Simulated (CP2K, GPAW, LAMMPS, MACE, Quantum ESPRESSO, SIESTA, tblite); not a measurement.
## Quantum ESPRESSO on glassy 72SiO2-20Al2O3-4ZnO-4BaO (mol %) (83 atoms): settings compared

How far do other settings of Quantum ESPRESSO move the forces in glassy 72SiO2-20Al2O3-4ZnO-4BaO (mol %) (83 atoms)? One run of the same program serves as the yardstick.

Main program and level: Quantum ESPRESSO 7.5; the method is named at each step.

**1. Set-up**

The cell holds 83 atoms: 18 Si, 10 Al, 1 Zn, 1 Ba and 53 O. Cell: a = 10.112 Å, b = 10.112 Å, c = 10.112 Å, α = 90.0°, β = 90.0°, γ = 90.0°. 83 atoms (18 Si, 10 Al, 1 Zn, 1 Ba, 53 O) placed at random at 2.62 g/cm³, melted at 4000 K for 10 ps at fixed volume with the Morse and Coulomb pair potential with partial charges (Pedone, Malavasi, Menziani, Cormack and Segre, J. Phys. Chem. B 110, 11780 (2006)). Quenched from 4000 K to 300 K at 20 K/ps and fixed volume, held 10 ps at zero pressure, then minimised at fixed cell.

The yardstick, on the same geometry:

* method: Kohn-Sham DFT, PBE, SSSP efficiency 1.3.0 pseudopotentials, plane waves (Quantum ESPRESSO 7.5); sssp-pbe-1.3.0-efficiency, cutoffs 60/480 Ry, Γ point
* r.m.s. force component: 0.7124 eV/Å
* longest force: 2.438 eV/Å
* pressure: 9.009 GPa
* gap (highest filled to lowest empty level): 3.117 eV
* time: 3.6 min on 4 MPI ranks of Arm Neoverse V1, shared host
* CPU time: 14 min

**2. PBE, gbrv-1.5, 40/200 Ry**

Method: Kohn-Sham DFT, PBE, GBRV 1.5 ultrasoft pseudopotentials, plane waves.

Contents of pw.in:

```
&control
  calculation = 'scf'
  pseudo_dir = './pseudo'
  outdir = './tmp'
  disk_io = 'none'
  tprnfor = .true.
  tstress = .true.
/
&system
  ibrav = 0
  nat = 83
  ntyp = 5
  ecutwfc = 40
  ecutrho = 200
  nosym = .true.
  occupations = 'smearing'
  smearing = 'fd'
  degauss = 0.003675
/
&electrons
  conv_thr = 4.1e-07
  electron_maxstep = 100
  mixing_beta = 0.4
  mixing_mode = 'plain'
  diagonalization = 'david'
/
ATOMIC_SPECIES
Si 28.085 Si.upf
Al 26.982 Al.upf
Zn 65.380 Zn.upf
Ba 137.327 Ba.upf
O 15.999 O.upf
CELL_PARAMETERS angstrom
10.11162 0.00000 0.00000
0.00000 10.11162 0.00000
0.00000 0.00000 10.11162
ATOMIC_POSITIONS crystal
Si 0.12878 0.56526 0.16912
Si 0.69252 0.48403 0.05266
Si 0.04892 0.27496 0.40257
Si 0.44892 0.68471 0.87777
Si 0.18569 0.19600 0.76260
Si 0.00755 0.90303 0.03522
Si 0.84859 0.75203 0.50774
Si 0.60891 0.84291 0.67652
Si 0.53115 0.47214 0.29394
Si 0.62364 0.12768 0.80940
Si 0.28591 0.10889 0.48325
Si 0.13001 0.84373 0.50892
Si 0.26053 0.07497 0.03861
Si 0.10033 0.47035 0.86500
Si 0.67434 0.07643 0.11657
Si 0.58093 0.11633 0.38900
Si 0.16453 0.76020 0.80631
Si 0.90428 0.26452 0.13078
Al 0.33085 0.71990 0.30947
Al 0.94531 0.47205 0.62407
Al 0.48521 0.86096 0.11068
Al 0.91758 0.13768 0.86320
Al 0.84916 0.69851 0.21154
Al 0.29592 0.30798 0.25187
Al 0.59074 0.82284 0.38208
Al 0.54354 0.42106 0.79068
Al 0.67294 0.38082 0.52012
Al 0.86717 0.19375 0.60911
Zn 0.87921 0.98654 0.32126
Ba 0.31042 0.50133 0.56942
O 0.75250 0.62124 0.10033
O 0.79324 0.36899 0.10609
O 0.82585 0.35812 0.58847
O 0.22452 0.69208 0.17994
O 0.21855 0.73034 0.44515
O 0.52982 0.81238 0.54203
O 0.20991 0.45358 0.24778
O 0.96938 0.23571 0.99169
O 0.67439 0.98197 0.39104
O 0.43311 0.09238 0.43880
O 0.28196 0.20642 0.12207
O 0.31947 0.77167 0.82996
O 0.56851 0.73997 0.78657
O 0.22579 0.10427 0.88280
O 0.53023 0.24761 0.78634
O 0.42184 0.53488 0.84016
O 0.65440 0.21138 0.48636
O 0.64486 0.92404 0.12393
O 0.65593 0.12091 0.96769
O 0.12542 0.83164 0.66853
O 0.20321 0.21643 0.38646
O 0.76070 0.82345 0.61819
O 0.45162 0.84298 0.28044
O 0.56707 0.45329 0.62456
O 0.91810 0.98674 0.93417
O 0.96364 0.44791 0.79192
[... 23 atom lines left out ...]
O 0.92641 0.85008 0.16195
O 0.58611 0.14553 0.23120
O 0.66658 0.45791 0.37106
O 0.47426 0.71955 0.02528
K_POINTS gamma
```

The run is started by

```
OMP_NUM_THREADS=1 mpirun -np 2 pw.x -in pw.in > output.txt
```

Output:

```text
Program PWSCF
     gamma-point specific algorithms are used
     Parallelization info
     sticks:   dense  smooth     PW     G-vecs:    dense   smooth      PW
     Min        2893    2321    577               166388   119164   14855
     Max        2896    2324    584               166391   119165   14856
     Sum        5789    4645   1161               332779   238329   29711
     bravais-lattice index     =            0
     lattice parameter (alat)  =      19.1082  a.u.
     unit-cell volume          =    6976.8409 (a.u.)^3
     number of atoms/cell      =           83
     number of atomic types    =            5
     number of electrons       =       450.00
     number of Kohn-Sham states=          270
     kinetic-energy cutoff     =      40.0000  Ry
     charge density cutoff     =     200.0000  Ry
     scf convergence threshold =      4.1E-07
     mixing beta               =       0.4000
     number of iterations used =            8  plain     mixing
     Exchange-correlation= SLA  PW   PBE  PBE
                           (   1   4   3   4   0   0   0)
     crystal axes: (cart. coord. in units of alat)
               a(1) = (   1.000000   0.000000   0.000000 )
               a(2) = (   0.000000   1.000000   0.000000 )
               a(3) = (   0.000000   0.000000   1.000000 )
     reciprocal axes: (cart. coord. in units 2 pi/alat)
               b(1) = (  1.000000  0.000000  0.000000 )
               b(2) = (  0.000000  1.000000  0.000000 )
               b(3) = (  0.000000  0.000000  1.000000 )
     PseudoPot. # 1 for Si:
     Pseudo is Ultrasoft + core correction, Zval =  4.0
     PseudoPot. # 2 for Al:
     Pseudo is Ultrasoft + core correction, Zval =  3.0
     PseudoPot. # 3 for Zn:
     Pseudo is Ultrasoft, Zval = 20.0
     PseudoPot. # 4 for Ba:
     Pseudo is Ultrasoft + core correction, Zval = 10.0
     PseudoPot. # 5 for O :
     Pseudo is Ultrasoft + core correction, Zval =  6.0
     atomic species   valence    mass     pseudopotential
     Si                4.00    28.08500     Si( 1.00)
     Al                3.00    26.98200     Al( 1.00)
     Zn               20.00    65.38000     Zn( 1.00)
     Ba               10.00   137.32700     Ba( 1.00)
     O                 6.00    15.99900     O ( 1.00)
     No symmetry found
   Cartesian axes
     number of k points=     1  Fermi-Dirac smearing, width (Ry)=  0.0037
                       cart. coord. in units 2pi/alat
        k(    1) = (   0.0000000   0.0000000   0.0000000), wk =   2.0000000
     Dense  grid:   166390 G-vectors     FFT dimensions: (  90,  90,  90)
     Smooth grid:   119165 G-vectors     FFT dimensions: (  80,  80,  80)
     Check: negative core charge=   -0.000002
     Initial potential from superposition of free atoms
     starting charge     449.9480, renormalised to     450.0000
     negative rho (up, down):  9.494E-02 0.000E+00
     Starting wfcs are  350 randomized atomic wfcs
     Self-consistent Calculation
     iteration #  1     ecut=    40.00 Ry     beta= 0.40
     negative rho (up, down):  9.279E-02 0.000E+00
     total energy              =   -2487.22217202 Ry
     estimated scf accuracy    <      23.23485801 Ry
     iteration #  2     ecut=    40.00 Ry     beta= 0.40
     negative rho (up, down):  9.132E-02 0.000E+00
     total energy              =   -2492.11428111 Ry
     estimated scf accuracy    <       0.72942560 Ry
     iteration #  3     ecut=    40.00 Ry     beta= 0.40
     negative rho (up, down):  8.954E-02 0.000E+00
     total energy              =   -2492.12496266 Ry
     estimated scf accuracy    <       0.27857742 Ry
     iteration #  4     ecut=    40.00 Ry     beta= 0.40
     negative rho (up, down):  8.893E-02 0.000E+00
     total energy              =   -2492.15621868 Ry
     estimated scf accuracy    <       0.04330638 Ry
     iteration #  5     ecut=    40.00 Ry     beta= 0.40
     negative rho (up, down):  8.876E-02 0.000E+00
     total energy              =   -2492.15632401 Ry
     estimated scf accuracy    <       0.00642579 Ry
     iteration #  6     ecut=    40.00 Ry     beta= 0.40
[...]
total energy              =   -2492.15859607 Ry
     estimated scf accuracy    <       0.00071916 Ry
     iteration #  7     ecut=    40.00 Ry     beta= 0.40
[...]
total energy              =   -2492.15877858 Ry
     estimated scf accuracy    <       0.00002719 Ry
     iteration #  8     ecut=    40.00 Ry     beta= 0.40
[...]
total energy              =   -2492.15879182 Ry
     estimated scf accuracy    <       0.00000628 Ry
     iteration #  9     ecut=    40.00 Ry     beta= 0.40
[...]
total energy              =   -2492.15879256 Ry
     estimated scf accuracy    <       0.00000154 Ry
     iteration # 10     ecut=    40.00 Ry     beta= 0.40
     negative rho (up, down):  8.855E-02 0.000E+00
     End of self-consistent calculation
          k = 0.0000 0.0000 0.0000 ( 14856 PWs)   bands (ev):
  -120.8138 -75.0673 -74.9817 -74.9778 -21.7053 -17.1882 -16.6261 -16.2746
   -16.1245 -16.0277 -15.8435 -15.8323 -15.6054 -15.4371 -15.3960 -15.2291
   -15.1427 -15.0296 -15.0006 -14.8116 -14.7745 -14.7419 -14.6353 -14.6048
   -14.5411 -14.4991 -14.4319 -14.3858 -14.3189 -14.2786 -14.1840 -14.1480
   -14.0970 -14.0935 -14.0700 -13.8618 -13.7782 -13.6943 -13.6101 -13.5618
   -13.5514 -13.4615 -13.3347 -13.2593 -13.2113 -13.1864 -13.1357 -13.1061
[...]
11.3626  11.4995  11.5583  11.6077  11.6851  11.8553  11.8788  11.8978
    11.9654  12.0149  12.0421  12.1423  12.2027  12.3008  12.4099  12.4533
    12.4625  12.5602  12.6063  12.6704  12.6920  12.7052  12.8078  12.8629
    12.8841  12.9231  13.0632  13.1207  13.1514  13.1561
     the Fermi energy is     5.7477 ev
!    total energy              =   -2492.15879309 Ry
     estimated scf accuracy    <       0.00000006 Ry
     smearing contrib. (-TS)   =      -0.00000000 Ry
     internal energy E=F+TS    =   -2492.15879309 Ry
     The total energy is F=E-TS. E is the sum of the following terms:
     one-electron contribution =   -1562.51180065 Ry
     hartree contribution      =    1027.28060445 Ry
     xc contribution           =    -589.64222721 Ry
     ewald contribution        =   -1367.28536969 Ry
     convergence has been achieved in  10 iterations
     negative rho (up, down):  8.855E-02 0.000E+00
     Forces acting on atoms (cartesian axes, Ry/au):
     atom    1 type  1   force =     0.00934718    0.01660992   -0.00874423
     atom    2 type  1   force =    -0.00332417   -0.01893227    0.05271991
     atom    3 type  1   force =    -0.03849009   -0.02454701    0.03112346
     atom    4 type  1   force =    -0.03286642    0.02900326   -0.03495015
     atom    5 type  1   force =    -0.06790123   -0.01384291    0.02582351
     atom    6 type  1   force =     0.04587205    0.05905145   -0.05944225
[...]
atom   81 type  5   force =    -0.04678033    0.05086071   -0.00750811
     atom   82 type  5   force =     0.05207039    0.02338145   -0.00043789
     atom   83 type  5   force =     0.01814779   -0.03505173    0.04665098
     Total force =     0.431715     Total SCF correction =     0.000567
     Computing stress (Cartesian axis) and pressure
     negative rho (up, down):  8.855E-02 0.000E+00
          total   stress  (Ry/bohr**3)                   (kbar)     P=       90.80
   0.00055514   0.00003082   0.00005533           81.66        4.53        8.14
   0.00003082   0.00079329  -0.00012207            4.53      116.70      -17.96
   0.00005533  -0.00012207   0.00050338            8.14      -17.96       74.05
     Message from routine punch:
     Nothing written, as per user request (disk_io='none')
```

Elapsed: 2.2 min, on 2 MPI ranks of Arm Neoverse V1, shared host; peak memory 1.5 GiB; 4.4 min of CPU time.

Banners, paths, timers and routine set-up lines are dropped from the logs unmarked, and long logs keep their key lines alone; longer cuts are marked.

Against the reference:

| Item | Value |
| --- | --- |
| r.m.s. force component | 0.7034 eV/Å |
| r.m.s. difference of force components | 23.91 meV/Å |
| longest difference of force vectors | 86.31 meV/Å |
| force difference over r.m.s. force | 3.357 % |
| slope of forces against the reference's | 0.9869 |
| correlation of force components | 0.9995 |
| gap (highest filled to lowest empty level) | 3.13 eV |
| gap difference | 0.0134 eV |
| pressure | 9.08 GPa |
| pressure difference | 0.071 GPa |

Length of the force difference by element (eV/Å):

```csv
element,atoms,mean,most
Al,10,0.027,0.036
Ba,1,0.011,0.011
O,53,0.040,0.086
Si,18,0.034,0.051
Zn,1,0.0054,0.0054
```

Levels nearest the highest filled one (eV from it): -0.74, -0.71, -0.65, -0.60, -0.53, -0.51, -0.46, -0.42, -0.37, -0.29, -0.23, 0.00, 3.13, 4.63, 5.26, 5.55, 5.78, 5.90, 6.12, 6.26, 6.34, 6.40, 6.50, 6.62.

Local excerpt of 14 atoms (numbers count through the whole input) about Si6, which bears the longest force; x, y, z are measured from there.

```csv
atom,x,y,z,distance (Å),bonds,Fx,Fy,Fz (eV/Å)
Si6,0.00,0.00,0.00,0.00,4,1.18,1.52,-1.53
O55,-0.90,0.85,-1.02,1.61,2,-0.88,-0.90,-0.09
O80,-0.82,-0.54,1.28,1.61,3,-0.68,0.11,1.20
O64,0.73,-1.03,-1.03,1.63,2,-0.25,-0.76,0.14
O58,1.20,0.96,0.56,1.64,2,-0.05,0.05,0.89
Al22,-0.91,2.37,-1.74,3.08,4,0.41,-0.23,1.12
Si13,2.56,1.74,0.03,3.09,4,-0.84,-0.53,0.34
Si17,1.59,-1.44,-2.31,3.16,4,0.15,-0.41,0.67
Al23,-1.60,-2.07,1.78,3.17,4,0.81,-0.80,-0.29
O62,-1.85,2.20,1.37,3.18,3,0.61,-0.49,0.56
Zn29,-1.30,0.84,2.89,3.28,5,-0.45,0.55,-0.24
O44,2.21,2.03,-1.54,3.37,2,0.51,-0.39,-0.44
O34,2.19,-2.13,1.46,3.39,2,0.28,0.78,-0.71
O38,-0.39,3.36,-0.44,3.41,2,1.09,0.64,-0.37
```

Forces lie 3.4 % from the reference's, at 0.31 times its CPU time (on 2 against 4 cores).

**3. Outcome**

```
force difference from the reference : QE PBE, gbrv-1.5, 40/200 Ry, 3.4 %
its CPU time                        : 4.4 min
```

In words: PBE on plane waves or a grid with other potentials, cutoffs or grids differs from the reference by 3.4 % (QE PBE, gbrv-1.5, 40/200 Ry) of the r.m.s. force; this holds the reference's own error, so differences of a few per cent don't tell which side is nearer the exact PBE result. One electronic-structure run takes under half the reference's CPU time: QE PBE, gbrv-1.5, 40/200 Ry, at 3.4 % in 4.4 min against 14 min. PBE gaps agree with the reference's 3.12 eV within 0.014 eV. The reference's pressure holds the uncorrected Pulay stress of its 60 Ry basis, so small pressure differences, and their order, may be the reference's own error. The quench rate of 20 K/ps is many orders above laboratory rates, so the cell is likely richer in defects and strain than a real sample. The network of bonds at the start is that of the classical potential that made the cell, and needn't be the one that DFT or experiment would give. The reference's stress is far from hydrostatic: its diagonal is 8.1, 11.6, 7.4 GPa, compression counted positive. The electronic-structure runs sample only Γ, in a cell whose shortest periodic width is 10 Å. Spin–orbit coupling is left out, which matters for the levels of the heavy elements.

[Also dropped from logs without a mark: logging warnings of Python, and SIESTA's first energy breakdown and zero terms.]

[Logs are printed without paths, hosts, clocks, repeated set-up lines and the standing remarks that a program may print on its own settings, such as how far it seeks lower states.]

[Hosts, paths, dates, database ids (printed as entryN), source tags and the programs' standing remarks are cut or masked in the printed files.]
